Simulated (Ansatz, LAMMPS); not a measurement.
# Forces and charges in ionic liquid triethylsulfonium TFSI- with water at 300 K (120 atoms)

Aim: energy, forces, charges and density of states of ionic liquid triethylsulfonium TFSI- with water at 300 K (120 atoms) at a fixed geometry.

Main program and level: Ansatz 0.2.0; Kohn-Sham DFT, PBE+D4, PAW (set soft_2), plane waves.

### 1. Set-up

The cell holds 120 atoms: 24 C, 9 S, 51 H, 3 N, 15 O and 18 F. Its edges and angles: a = 11.279 Å, b = 11.279 Å, c = 11.279 Å, α = 90.0°, β = 90.0°, γ = 90.0°. 3 triethylsulfonium, 3 TFSI-, 3 H2O placed at random, at 1.45 g/cm³; overlaps pushed apart, then 10 ps at 700 K with MMFF94 bonds, angles, torsions, charges and radii (Halgren, J. Comput. Chem. 17, 490 (1996)) in harmonic and 12-6 forms; SPC/E water (Berendsen, Grigera and Straatsma, J. Phys. Chem. 91, 6269 (1987)); charges of ions scaled by 0.8. Snapshot after 30 ps at 300 K and fixed volume.

Limits known from the start: The network of contacts between molecules at the start is that of the classical potential that made the cell, and needn't be the one that DFT or experiment would give. The density was typed from a rule of thumb and may lie off the real one at this temperature. Sampling is at Γ alone, for a cell whose shortest periodic width is 11 Å.

### 2. Making the structure

A classical potential makes the cell, at a small fraction of what the same run would cost in DFT.

This step: classical MD, MMFF94 bonds, angles, torsions, charges and radii (Halgren, J. Comput. Chem. 17, 490 (1996)) in harmonic and 12-6 forms; SPC/E water (Berendsen, Grigera and Straatsma, J. Phys. Chem. 91, 6269 (1987)); charges of ions scaled by 0.8 (LAMMPS 22 Jul 2025 - Update 4).

in.lmp

```
# ionic liquid triethylsulfonium TFSI- with water
units real
atom_style full
boundary p p p
bond_style harmonic
angle_style harmonic
dihedral_style opls
improper_style harmonic
special_bonds lj 0 0 0.5 coul 0 0 0.75
read_data data.lmp
neigh_modify delay 0 every 1 check yes one 4000
comm_modify cutoff 12.0
timestep 0.5
thermo_style custom step time temp pe press density
thermo_modify norm yes
# push overlapping molecules apart
pair_style soft 2.6
pair_coeff * * 0.0
variable a equal ramp(1,60)
fix ad all adapt 1 pair soft a * * v_a
velocity all create 700 449863 mom yes dist gaussian
fix lim all nve/limit 0.03
fix lan all langevin 700 700 50 449864 zero yes
thermo 1000
run 3000 post no
unfix ad
pair_style lj/cut/coul/long 9.0
pair_modify mix arithmetic tail yes
pair_coeff 1 1 0.0678 3.3680   # C
pair_coeff 2 2 0.2681 3.6400   # S
pair_coeff 3 3 0.0216 2.5400   # H
pair_coeff 4 4 0.0721 3.5530   # N
pair_coeff 5 5 0.2681 3.4180   # S
pair_coeff 6 6 0.0763 3.0960   # O
# [... 22 lines left out ...]
compute msd all msd com yes
thermo 7500
fix md all nvt temp 300 300 100
run 30000 post no
print "== T300: mean square displacement over the hold $(c_msd[4]:%.2f) A^2"
unfix md
uncompute msd
write_dump all custom T300.dump id type xs ys zs modify sort id
```

The run is started by

```
$ lmp -in in.lmp -log none -nocite
```

Numbers of over 12 decimals in the logs are rounded to 6 here.

The log of the run:

```text
LAMMPS (22 Jul 2025 - Update 4)
Reading data file ...
  orthogonal box = (0 0 0) to (11.27934 11.27934 11.27934)
  120 atoms
  orthogonal box = (0 0 0) to (11.27934 11.27934 11.27934)
  111 bonds
  195 angles
  207 dihedrals
WARNING: Bond/angle/dihedral extent > half of periodic box length
   Step          Time           Temp          PotEng         Press         Density
         0   0              700            0.8143141     -8508.9058      1.4489985
      1000   500            655.95106      2.44689        22716.742      1.4489985
      2000   1000           646.08919      2.0818631      24481.715      1.4489985
      3000   1500           632.68164      2.4599177      10577.315      1.4489985
WARNING: Bond/angle/dihedral extent > half of periodic box length
Loop time of 0.284305 s on 1 MPI rank(s) for 3000 steps with 120 atoms
PPPM initialization ...
  G vector (1/distance) = 0.28577639
  grid = 6 6 6
  estimated relative force accuracy = 4.8880656e-05
WARNING: Bond/angle/dihedral extent > half of periodic box length
   Step          Time           Temp          PotEng         Press         Density
      3000   1500           632.68164      3.7654577      1518.8278      1.4489985
[... 17 lines left out ...]
Loop time of 0.886165 s on 1 MPI rank(s) for 2000 steps with 120 atoms
WARNING: Bond/angle/dihedral extent > half of periodic box length
   Step          Time           Temp          PotEng         Press         Density
      2000   1000           688.90819      3.0540997      2062.6096      1.4489985
[... 5 lines left out ...]
WARNING: Bond/angle/dihedral extent > half of periodic box length
Loop time of 4.84567 s on 1 MPI rank(s) for 10000 steps with 120 atoms
WARNING: Bond/angle/dihedral extent > half of periodic box length
   Step          Time           Temp          PotEng         Press         Density
[... 4 lines left out ...]
WARNING: Bond/angle/dihedral extent > half of periodic box length
Loop time of 2.35926 s on 1 MPI rank(s) for 5000 steps with 120 atoms
WARNING: Bond/angle/dihedral extent > half of periodic box length
   Step          Time           Temp          PotEng         Press         Density
[... 2 lines left out ...]
     30000   29000          257.63818      2.100734       2932.9756      1.4489985
     37500   36500          323.31095      1.8842801      14606.503      1.4489985
     45000   44000          329.11831      1.9840819      1992.1596      1.4489985
     47000   46000          277.84025      1.9366199      3192.7782      1.4489985
WARNING: Bond/angle/dihedral extent > half of periodic box length
Loop time of 13.8091 s on 1 MPI rank(s) for 30000 steps with 120 atoms
== T300: mean square displacement over the hold 6.00 A^2
```

Elapsed: 23 s, on 1 thread of Arm Neoverse V1, shared host; peak memory 0.13 GiB.

The input also reads data.lmp (atoms, bonds and types; not printed here).

### 3. Plane-wave single point

One self-consistent run at the given positions yields energy and forces.

input.yaml

```yaml
crystal:
  lattice:
    - [11.27934, 0.0, 0.0]
    - [0.0, 11.27934, 0.0]
    - [0.0, 0.0, 11.27934]
  atoms:
    - { symbol: C, position: [0.33529, 0.36688, 0.87662] }
    - { symbol: C, position: [0.26282, 0.46511, 0.82039] }
    - { symbol: S, position: [0.34534, 0.58767, 0.78238] }
    - { symbol: C, position: [0.24688, 0.63315, 0.66269] }
    - { symbol: C, position: [0.28167, 0.57241, 0.55058] }
    - { symbol: C, position: [0.27722, 0.68848, 0.88054] }
    - { symbol: C, position: [0.32066, 0.66566, 0.00086] }
    - { symbol: H, position: [0.36596, 0.39623, 0.95966] }
    - { symbol: H, position: [0.27311, 0.28663, 0.88297] }
    - { symbol: H, position: [0.41189, 0.34892, 0.8249] }
    - { symbol: H, position: [0.21066, 0.42862, 0.74694] }
    - { symbol: H, position: [0.1951, 0.49494, 0.8825] }
    - { symbol: H, position: [0.1587, 0.60383, 0.68321] }
    - { symbol: H, position: [0.25161, 0.72706, 0.64861] }
    - { symbol: H, position: [0.37182, 0.59963, 0.53547] }
    - { symbol: H, position: [0.22941, 0.60294, 0.47888] }
    - { symbol: H, position: [0.28028, 0.47947, 0.56176] }
    - { symbol: H, position: [0.29348, 0.77614, 0.86132] }
    - { symbol: H, position: [0.18537, 0.6743, 0.87359] }
    - { symbol: H, position: [0.4145, 0.65631, 0.00979] }
    - { symbol: H, position: [0.28207, 0.59444, 0.04292] }
    - { symbol: H, position: [0.29698, 0.74296, 0.04827] }
    - { symbol: C, position: [0.79195, 0.88817, 0.81091] }
    - { symbol: C, position: [0.69298, 0.96482, 0.86608] }
    - { symbol: S, position: [0.57711, 0.86654, 0.93214] }
    - { symbol: C, position: [0.48652, 0.99416, 0.96932] }
    - { symbol: C, position: [0.43813, 0.05289, 0.8623] }
    - { symbol: C, position: [0.65688, 0.86248, 0.08084] }
    - { symbol: C, position: [0.5866, 0.78988, 0.16287] }
    - { symbol: H, position: [0.7641, 0.79339, 0.7878] }
    - { symbol: H, position: [0.86358, 0.8827, 0.87234] }
    - { symbol: H, position: [0.823, 0.93241, 0.73094] }
    - { symbol: H, position: [0.66035, 0.01457, 0.79197] }
    - { symbol: H, position: [0.72897, 0.03638, 0.92716] }
    - { symbol: H, position: [0.52446, 0.05524, 0.03137] }
    - { symbol: H, position: [0.40946, 0.95352, 0.01536] }
    - { symbol: H, position: [0.51565, 0.10376, 0.82315] }
    - { symbol: H, position: [0.40157, 0.98698, 0.80212] }
    - { symbol: H, position: [0.36594, 0.10333, 0.88522] }
    - { symbol: H, position: [0.73983, 0.81668, 0.05757] }
    - { symbol: H, position: [0.67296, 0.95818, 0.11367] }
    - { symbol: H, position: [0.63122, 0.77563, 0.24698] }
    - { symbol: H, position: [0.55052, 0.70435, 0.12948] }
    - { symbol: H, position: [0.50857, 0.83129, 0.18783] }
    - { symbol: C, position: [0.69287, 0.564, 0.55753] }
    - { symbol: C, position: [0.63132, 0.47298, 0.4807] }
    - { symbol: S, position: [0.74984, 0.39909, 0.39811] }
    - { symbol: C, position: [0.64099, 0.30676, 0.32325] }
    - { symbol: C, position: [0.70828, 0.21502, 0.24688] }
    - { symbol: C, position: [0.78865, 0.29113, 0.50698] }
    - { symbol: C, position: [0.92102, 0.27417, 0.49936] }
    - { symbol: H, position: [0.76923, 0.51717, 0.60214] }
    - { symbol: H, position: [0.7359, 0.63538, 0.50016] }
    - { symbol: H, position: [0.6282, 0.60035, 0.61951] }
    - { symbol: H, position: [0.57916, 0.41273, 0.53992] }
    - { symbol: H, position: [0.57964, 0.50906, 0.40572] }
    - { symbol: H, position: [0.58357, 0.26132, 0.38991] }
    - { symbol: H, position: [0.58295, 0.35772, 0.26295] }
    - { symbol: H, position: [0.78602, 0.17492, 0.29202] }
    - { symbol: H, position: [0.6508, 0.13256, 0.22703] }
    - { symbol: H, position: [0.73318, 0.26268, 0.16687] }
    - { symbol: H, position: [0.75993, 0.32252, 0.5954] }
    - { symbol: H, position: [0.75187, 0.20573, 0.49133] }
    - { symbol: H, position: [0.9496, 0.20074, 0.55595] }
    - { symbol: H, position: [0.97324, 0.3524, 0.51573] }
    - { symbol: H, position: [0.94294, 0.25114, 0.39889] }
    - { symbol: "N", position: [0.10142, 0.84346, 0.324] }
    - { symbol: S, position: [0.09124, 0.95582, 0.23986] }
    - { symbol: O, position: [0.20671, 0.008, 0.21384] }
    - { symbol: O, position: [0.00625, 0.05126, 0.26971] }
    - { symbol: C, position: [0.04172, 0.87959, 0.10136] }
    - { symbol: F, position: [0.0352, 0.76231, 0.11332] }
    - { symbol: F, position: [0.11968, 0.89782, 0.00777] }
    - { symbol: F, position: [0.93, 0.91843, 0.05916] }
    - { symbol: S, position: [0.97376, 0.79018, 0.35664] }
    - { symbol: O, position: [0.87625, 0.8145, 0.27425] }
    - { symbol: O, position: [0.98186, 0.66832, 0.38839] }
    - { symbol: C, position: [0.94727, 0.87902, 0.4937] }
    [... 36 atom lines left out ...]
    - { symbol: O, position: [0.2743, 0.41537, 0.24831] }
    - { symbol: H, position: [0.19276, 0.44223, 0.27045] }
    - { symbol: H, position: [0.31203, 0.37516, 0.31773] }
    - { symbol: O, position: [0.30773, 0.20871, 0.12009] }
    - { symbol: H, position: [0.29, 0.28141, 0.16764] }
    - { symbol: H, position: [0.28212, 0.13687, 0.16528] }
kpoints:
  mp_grid: { grid: [1, 1, 1] }
hamiltonian:
  xc: pbe
  dispersion: d4
scf:
  occupations: { method: fixed }
output:
  forces: true
  stress: true
  populations: true
  dos:
    method: { smearing: { sigma: 0.1 } }
    de: 0.1
    projected: { site_lists: { C: [C], F: [F], H: [H], "N": ["N"], O: [O] } }
  eigenvalues: true
  write_density: true
  write_potential: true
  volumetric_format: npy
```

The run is started by

```
$ ansatz run input.yaml --threads 8 --pin off --max-ram 15872MiB --backend cpu --events-out ev --progress --plain --runs-dir out
```

The log of the run:

```text
Engine: ansatz 0.2.0, aarch64-unknown-linux-gnu
Pseudopotentials: kind: paw
Pseudopotential: C, paw, valence charge 4, recommended cutoff 420 eV (normal), C.paw.azcp
Pseudopotential: S, paw, valence charge 6, recommended cutoff 420 eV (normal), S.paw.azcp
Pseudopotential: H, paw, valence charge 1, recommended cutoff 420 eV (normal), H.paw.azcp
Pseudopotential: N, paw, valence charge 5, recommended cutoff 420 eV (normal), N.paw.azcp
Pseudopotential: O, paw, valence charge 6, recommended cutoff 420 eV (normal), O.paw.azcp
Pseudopotential: F, paw, valence charge 7, recommended cutoff 420 eV (normal), F.paw.azcp
[... 5 lines on functional and potentials left out ...]
Crystal: 120 atoms, lattice volume = 1434.997 Å³
Basis set: ecut = 420 eV, 28113 PW (Γ), exchange–correlation on 160×160×160 points (8 copies of the dense FFT grid, shifted against one another)
Bands: 336, of which v1, the nominal top of the filled ones, is band 216 counted from 1 (215 counted from 0)
Symmetry: 1 space group operations
Space group: P1 (ITA 1), of the structure as read, at distance tolerance 1.1e-4 Å
k-points: 1
[... 13 lines on functional and potentials left out ...]
Initial density: superposition of atomic densities (neutral atoms: chi_scale 0, normalization atom), corrected by the library's trained network
Initial wavefunctions: pseudopotential atomic-orbital guess
Functional: x = pbe(κ = 0.804, μ = 0.219515), c = pbe(β = 0.066725)
SCF iter   1: F=—  HF=-39150.928352 eV  |F-HF|=—  |Δ(HF+E_count)|=         —  Δρ=5.98e-3  dr2=8.00e-1  ethr=1.77e-3  ⟨swp⟩=4.0  Hψ=1246  notcnv=0  defer=116
preconditioner: auto → Resta (q_TF=auto, 2.234 Å⁻¹)  ε∞=2.6  [insulator: Δε(μ)=3.603 eV  Ē_g=15.358 eV  n_scr=256 (ndim 8)  ℏωp=19.5 eV  f_vac=0.285  ε∞_Penn≈2.6]
SCF iter   2: F=—  HF=-39150.680940 eV  |F-HF|=—  |Δ(HF+E_count)|=   2.47e-1  Δρ=2.98e-3  dr2=1.49e-1  ethr=1.85e-4  ⟨swp⟩=2.0  Hψ=436  notcnv=0  defer=116
SCF iter   3: F=—  HF=-39150.664119 eV  |F-HF|=—  |Δ(HF+E_count)|=   1.68e-2  Δρ=1.33e-3  dr2=3.61e-2  ethr=3.45e-5  ⟨swp⟩=2.0  Hψ=407  notcnv=0  defer=118
SCF iter   4: F=—  HF=-39150.657549 eV  |F-HF|=—  |Δ(HF+E_count)|=   6.57e-3  Δρ=5.05e-4  dr2=4.81e-3  ethr=8.36e-6  ⟨swp⟩=2.0  Hψ=410  notcnv=0  defer=118
SCF iter   5: F=—  HF=-39150.656985 eV  |F-HF|=—  |Δ(HF+E_count)|=   5.64e-4  Δρ=2.86e-4  dr2=1.21e-3  ethr=1.11e-6  ⟨swp⟩=2.0  Hψ=579  notcnv=0  defer=118
SCF iter   6: F=—  HF=-39150.656847 eV  |F-HF|=—  |Δ(HF+E_count)|=   1.38e-4  Δρ=1.29e-4  dr2=2.42e-4  ethr=2.80e-7  ⟨swp⟩=2.0  Hψ=419  notcnv=0  defer=114
SCF iter   7: F=—  HF=-39150.656830 eV  |F-HF|=—  |Δ(HF+E_count)|=   1.69e-5  Δρ=3.15e-5  dr2=1.75e-5  ethr=5.60e-8  ⟨swp⟩=2.0  Hψ=418  notcnv=0  defer=114
SCF iter   8: F=—  HF=-39150.654636 eV  |F-HF|=—  |Δ(HF+E_count)|=   2.19e-3  Δρ=2.05e-5  dr2=5.57e-6  ethr=4.05e-9  ⟨swp⟩=2.0  Hψ=437  notcnv=0  defer=114
SCF iter   9: F=—  HF=-39150.654636 eV  |F-HF|=—  |Δ(HF+E_count)|=   5.19e-7  Δρ=6.32e-6  dr2=5.51e-7  ethr=1.29e-9  ⟨swp⟩=2.0  Hψ=423  notcnv=0  defer=114
SCF iter  10: F=-39150.654636 eV  HF=-39150.654636 eV  |F-HF|=2.49e-8  |Δ(HF+E_count)|=   7.80e-8  Δρ=2.45e-6  dr2=8.66e-8  ethr=2.31e-11  ⟨swp⟩=21.0  Hψ=3303  notcnv=0
SCF 1 converged in 10 iterations: F = -39150.654636 eV  dr2 = 8.66e-8
  greatest PAW one-centre occupation: 0.936 electrons in one spin orbital (limit 2), on the F atom at site 88 (counted from 0), in its partial waves of l = 0
WARN: The input density's exchange-correlation potential varies sharply where the density is thin. Do not read a vacuum level from v_tot or v_xc, or from such a field of the output density. On a cell that repeats whose density bears no net charge and no dipole along the vacuum's axis use v_es (v_loc + v_h of the components); [...]
SCF converged after 10 iterations
Free energy (F): -39150.654636 eV
Harris-Foulkes:  -39150.654636 eV  (|F-HF|=2.49e-8)
Internal energy: -39150.654636 eV  (E = F + TS)
E sigma→0 (E₀):  -39150.654636 eV
Fermi energy:    0.450042 eV
--- Per-component energies (eV) ---
  E_band       = -3774.049118
  E_kinetic    = 10656.662352
  E_local      = -42634.431464  (includes V_loc(G=0)·N_el)
  E_nonlocal   = 3155.519963
  E_hartree    = 16681.308445
  E_xc         = -5204.186184
  E_vxc        = -6283.195970  (∫ρ·V_xc dr)
  E_paw        = -14181.127118  (= ΣΔE_a)
  E_vpaw       = -2031.222024  (= ΣTr[D̂ρ^β])
  E_aug_tail   = 0.004612  (compensation charges beyond the density's cutoff)
  E_ewald      = -7617.407359
  E_disp       = -6.997884  (pairwise vdW)
  E_smearing   = -0.000000  (= −TS)
  E_closure    = -0.000000  (closes the sum)
  Σ components = -39150.654636   (vs F -39150.654636, Δ=0.00e0)
--- Forces (eV/Å), atoms counted from 1 ---
  atom   1  C     -1.91704414    -0.91304058    -0.69816862
  atom   2  C     -1.08104610    -2.48849638     0.93701711
  atom   3  S     -0.54857028     1.73158170    -1.85038805
  atom   4  C      0.30867366    -0.43293089    -1.24678519
  atom   5  C      1.16266392     0.64770300     0.63553223
  atom   6  C      0.85457390    -1.26574834     1.01585293
  atom   7  C      0.57950880     1.12098584     0.36948576
  atom   8  H      0.33127317     0.01668620     1.67937744
  atom   9  H      1.37421124     1.11018417     0.17850414
  atom  10  H      0.84386442    -0.62808762    -0.84064690
  atom  11  H      0.35261343     0.27385210    -0.44531418
  atom  12  H     -0.20084139     0.07838788     0.19406393
  atom  13  H     -0.73089705     0.14022941     0.85494723
  atom  14  H      0.08347790     0.93216963     0.32281425
[...]
atom 119  H     -0.06767086    -0.73036229    -0.24611198
  atom 120  H      0.09834165     1.21892904    -0.38267209
  max |Σ_I F_I| component: 2.21e-4 eV/Å
--- Stress (GPa, compression-positive) ---
        2.316667      -1.522457      -0.331193
       -1.522457       0.983924      -0.591859
       -0.331194      -0.591859       2.508820
  P = ⅓ Tr σ = 1.9365 GPa (19.365 kbar)
--- Band table (eV) ---
  k-point 0: bands = ["-27.8686", "-27.5198", "-27.4226", "-26.8852", [... 320 levels ...], "10.5921", "10.6206", "10.6648", "10.6847", "10.7216", "10.8464", "10.8671", "10.8792", "10.9337", "10.9620", "11.0065", "11.0424"]
--- Löwdin populations: 120 sites ---
  site symbol       q [e]
     0      C      4.4512
     1      C      4.3892
     2      S      5.1521
[...]
119      H      0.6156
  spilling = 0.015380 (of n_electrons = 432.000000)
```

Run time: 13 s. Hardware: 8 threads of Arm Neoverse V1, shared host; peak memory 1.8 GiB; 93 s of CPU time.

In the SCF lines HF is the Harris–Foulkes energy and dr2 the Hartree energy of the density residual, in eV; the loop may stop once dr2 is under the threshold and the program's other checks hold. Hψ counts applications of the Hamiltonian.

The program notes that the exchange-correlation potential is rough where the density is thin.

Read from the output:

| Item | Value |
| --- | --- |
| free energy | -39150.6546 eV |
| free energy per atom | -326.2555 eV/atom |
| SCF cycles | 10 |
| pressure | 1.936 GPa |
| r.m.s. force component | 0.991 eV/Å |
| longest force | 3.988 eV/Å |
| Fermi energy | 0.45 eV |
| gap (highest filled to lowest empty level) | 2.791 eV |
| spilling of the projection | 0.01538 |

Neighbours are counted within 1.34 Å (H-C), 1.21 Å (H-O), 1.85 Å (C-C), 1.62 Å (C-F), 2.21 Å (C-S), 1.88 Å (O-S), 2.02 Å (S-N).

Length of the force by element and coordination:

| element | coordination | atoms | mean length of the force (eV/Å) | spread | least | most |
| --- | --- | --- | --- | --- | --- | --- |
| C | all | 24 | 2.19 | 0.923 | 0.826 | 3.99 |
| F | all | 18 | 1.13 | 0.546 | 0.151 | 1.92 |
| H | all | 51 | 1.17 | 0.649 | 0.0939 | 2.81 |
| N | all | 3 | 0.862 | 0.475 | 0.422 | 1.52 |
| O | all | 15 | 1.07 | 0.502 | 0.402 | 2.09 |
| O | 1 | 12 | 1.17 | 0.508 | 0.402 | 2.09 |
| O | 2 | 3 | 0.643 | 0.0675 | 0.585 | 0.738 |
| S | all | 9 | 2.80 | 0.680 | 2.02 | 3.98 |
| S | 3 | 3 | 3.07 | 0.647 | 2.59 | 3.98 |
| S | 4 | 6 | 2.66 | 0.654 | 2.02 | 3.64 |

Löwdin charges by element and coordination (they lack the spilled electrons, 0.055 e an atom on average):

| element | coordination | atoms | mean charge (e) | spread | least | most |
| --- | --- | --- | --- | --- | --- | --- |
| C | all | 24 | -0.141 | 0.452 | -0.498 | 0.647 |
| F | all | 18 | -0.219 | 0.0192 | -0.241 | -0.18 |
| H | all | 51 | 0.235 | 0.0589 | 0.179 | 0.398 |
| N | all | 3 | -0.875 | 0.0279 | -0.913 | -0.848 |
| O | all | 15 | -0.732 | 0.0243 | -0.775 | -0.680 |
| O | 1 | 12 | -0.734 | 0.018 | -0.757 | -0.702 |
| O | 2 | 3 | -0.723 | 0.0395 | -0.775 | -0.680 |
| S | all | 9 | 1.73 | 0.664 | 0.718 | 2.23 |
| S | 3 | 3 | 0.795 | 0.0558 | 0.718 | 0.848 |
| S | 4 | 6 | 2.20 | 0.0218 | 2.16 | 2.23 |

Density of states as counts of states in windows of 1 eV (from the Fermi level), total and the larger projections:

| from (eV) | to (eV) | total | F p | C p | O p | H s |
| --- | --- | --- | --- | --- | --- | --- |
| -10 | -9 | 24.8 | 12.2 | 4.9 | 0.6 | 0.9 |
| -9 | -8 | 10.9 | 6.0 | 2.9 | 0.1 | 0.4 |
| -8 | -7 | 23.0 | 1.5 | 7.4 | 5.1 | 3.4 |
| -7 | -6 | 36.0 | 10.5 | 8.5 | 6.4 | 3.8 |
| -6 | -5 | 53.1 | 28.2 | 8.6 | 7.0 | 3.3 |
| -5 | -4 | 46.8 | 23.2 | 10.6 | 4.1 | 4.7 |
| -4 | -3 | 44.9 | 3.9 | 15.0 | 10.0 | 9.2 |
| -3 | -2 | 31.2 | 2.1 | 3.7 | 19.7 | 1.9 |
| -2 | -1 | 21.7 | 0.8 | 0.5 | 14.2 | 0.1 |
| -1 | 0 | 4.6 | 0.1 | 0.0 | 4.1 | 0.0 |
| 0 | 1 | 0.7 | 0.0 | 0.0 | 0.6 | 0.0 |
| 1 | 2 | 0.0 | 0.0 | 0.0 | 0.0 | 0.0 |
| 2 | 3 | 4.5 | 0.0 | 1.4 | 0.0 | 0.3 |
| 3 | 4 | 7.5 | 0.0 | 2.0 | 0.0 | 0.5 |
| 4 | 5 | 16.8 | 1.2 | 3.2 | 1.6 | 2.2 |

With fixed occupations the program's Fermi level is the highest filled level; weight inside the gap is the broadening of levels at its edges.

Between -26 and -10 eV lie 120 more states.

Not all projections were asked for or kept, so they needn't add up to the total.

The levels nearest the highest filled one (over half full), pooled over k-points and spins:

| level less the highest filled one (eV) | occupation |
| --- | --- |
| -1.33 | 2 |
| -1.25 | 2 |
| -1.17 | 2 |
| -0.941 | 2 |
| -0.798 | 2 |
| 0 | 2 |
| 2.79 | 0 |
| 2.99 | 0 |
| 3.03 | 0 |
| 3.17 | 0 |
| 3.55 | 0 |
| 3.67 | 0 |

(Part 1 of 2 ends here.)

[Logs are printed without paths, hosts, clocks, repeated set-up lines and the standing remarks that a program may print on its own settings, such as how far it seeks lower states.]

[Hosts, paths, dates, database ids (printed as entryN), source tags and the programs' standing remarks are cut or masked in the printed files.]

[The MMFF94 radii named for the starting cell were scaled by 0.96; in molecules described by MMFF94, hydrogen bound to N, O or S took a small fixed 12-6 site in their place.]
